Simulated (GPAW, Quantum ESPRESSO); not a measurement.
Consider NaHF2 (R-3m).

```xyz
4
Lattice="1.7370 1.0029 4.5833 -1.7370 1.0029 4.5833 0.0000 -2.0057 4.5833" Properties=species:S:1:pos:R:3 pbc="T T T"
Na    0.0000    0.0000    0.0000
F     0.0000    0.0000    8.0080
F     0.0000    0.0000    5.7420
H     0.0000    0.0000    6.8750
```

Absorber: atom 2, with 1 H at 1.13 Å and 3 Na at 2.32 Å (distorted tetrahedral, site symmetry 3m). Method: GPAW, LDA, full core hole (charged cell), 16-atom cell with 6.1 Å between holes, 4×4×4 k points, dipole transitions, Gaussian full width 0.9 eV up to 4 eV, rising linearly to 3.5 eV at 25 eV.

Q: Predict the near-edge structure at the F K edge.

Main maxima up to 24 eV above the zero (height): 4.5 eV (2.27), 6.9 eV (2.59), 12.4 eV (1.05) and 17.3 eV (0.95). A K edge sees empty p states on the absorber. The total-energy difference plus the lowest empty eigenvalue puts the zero at 690.91 eV. One term is added: -9.89 eV, since the hole is spin-paired here and a spin-polarised one costs that much less in the free atom (computed apart). The photon energy is then 681.02 eV. The functional and the charged cell's background leave an error in such absolute values: in the free atom LDA prices this hole 4.7 eV below PBE (computed apart), and PBE is itself good to a few eV.

The F K spectrum (energy from the lowest empty level; intensity scaled to a mean of 1 over the first 20 eV; polarised curves are means over the symmetry-equivalent atoms):

| E (eV) | isotropic | ε ⊥ c | ε ∥ c |
| --- | --- | --- | --- |
| -2.0 | 0.00 | 0.00 | 0.00 |
| -1.0 | 0.00 | 0.00 | 0.00 |
| 0.0 | 0.02 | 0.01 | 0.04 |
| 1.0 | 0.16 | 0.05 | 0.38 |
| 2.0 | 0.32 | 0.24 | 0.47 |
| 3.0 | 1.11 | 1.11 | 1.12 |
| 4.0 | 1.98 | 1.87 | 2.21 |
| 5.0 | 1.80 | 1.39 | 2.61 |
| 6.0 | 1.54 | 1.05 | 2.51 |
| 7.0 | 2.58 | 1.10 | 5.52 |
| 8.0 | 1.57 | 0.89 | 2.94 |
| 9.0 | 0.71 | 0.59 | 0.93 |
| 10.0 | 0.52 | 0.52 | 0.53 |
| 11.0 | 0.72 | 0.82 | 0.54 |
| 12.0 | 1.01 | 1.26 | 0.51 |
| 13.0 | 0.92 | 1.14 | 0.49 |
| 14.0 | 0.58 | 0.65 | 0.45 |
| 15.0 | 0.58 | 0.65 | 0.42 |
| 16.0 | 0.78 | 0.99 | 0.37 |
| 17.0 | 0.94 | 1.21 | 0.39 |
| 18.0 | 0.90 | 1.11 | 0.47 |
| 19.0 | 0.76 | 0.90 | 0.50 |
| 20.0 | 0.66 | 0.75 | 0.47 |
| 21.0 | 0.62 | 0.70 | 0.47 |
| 22.0 | 0.62 | 0.69 | 0.47 |
| 23.0 | 0.61 | 0.67 | 0.48 |
| 24.0 | 0.63 | 0.68 | 0.53 |
| 25.0 | 0.71 | 0.76 | 0.61 |
| 26.0 | 0.79 | 0.84 | 0.69 |
| 27.0 | 0.83 | 0.88 | 0.75 |
| 28.0 | 0.83 | 0.84 | 0.80 |
| 29.0 | 0.79 | 0.75 | 0.86 |
| 30.0 | 0.73 | 0.67 | 0.86 |
| 31.0 | 0.66 | 0.60 | 0.76 |
| 32.0 | 0.58 | 0.55 | 0.63 |

The holes are only 6.1 Å apart, so the shape is probably not converged with cell size; no larger cell was run here. The mesh is coarse (0.28 Å⁻¹ between points), so small maxima may be mesh ripples. The structure is a published determination, not relaxed.

[Banner, clock and machine lines of the logs are left out without a mark of their own.]

[Logs are printed without paths, hosts, clocks, repeated set-up lines and the standing remarks that a program may print on its own settings, such as how far it seeks lower states.]

[Hosts, paths, dates, database ids (printed as entryN), source tags and the programs' standing remarks are cut or masked in the printed files.]

[Lists of maxima count a maximum above −3 eV only where it reaches 4 % of the highest in the window and stands out from its surroundings by 2 % of it (1.5 % where it reaches 55 %); shoulders and weaker maxima are passed over, and of the rest the first, up to two pre-edge ones and the few strongest are named.]
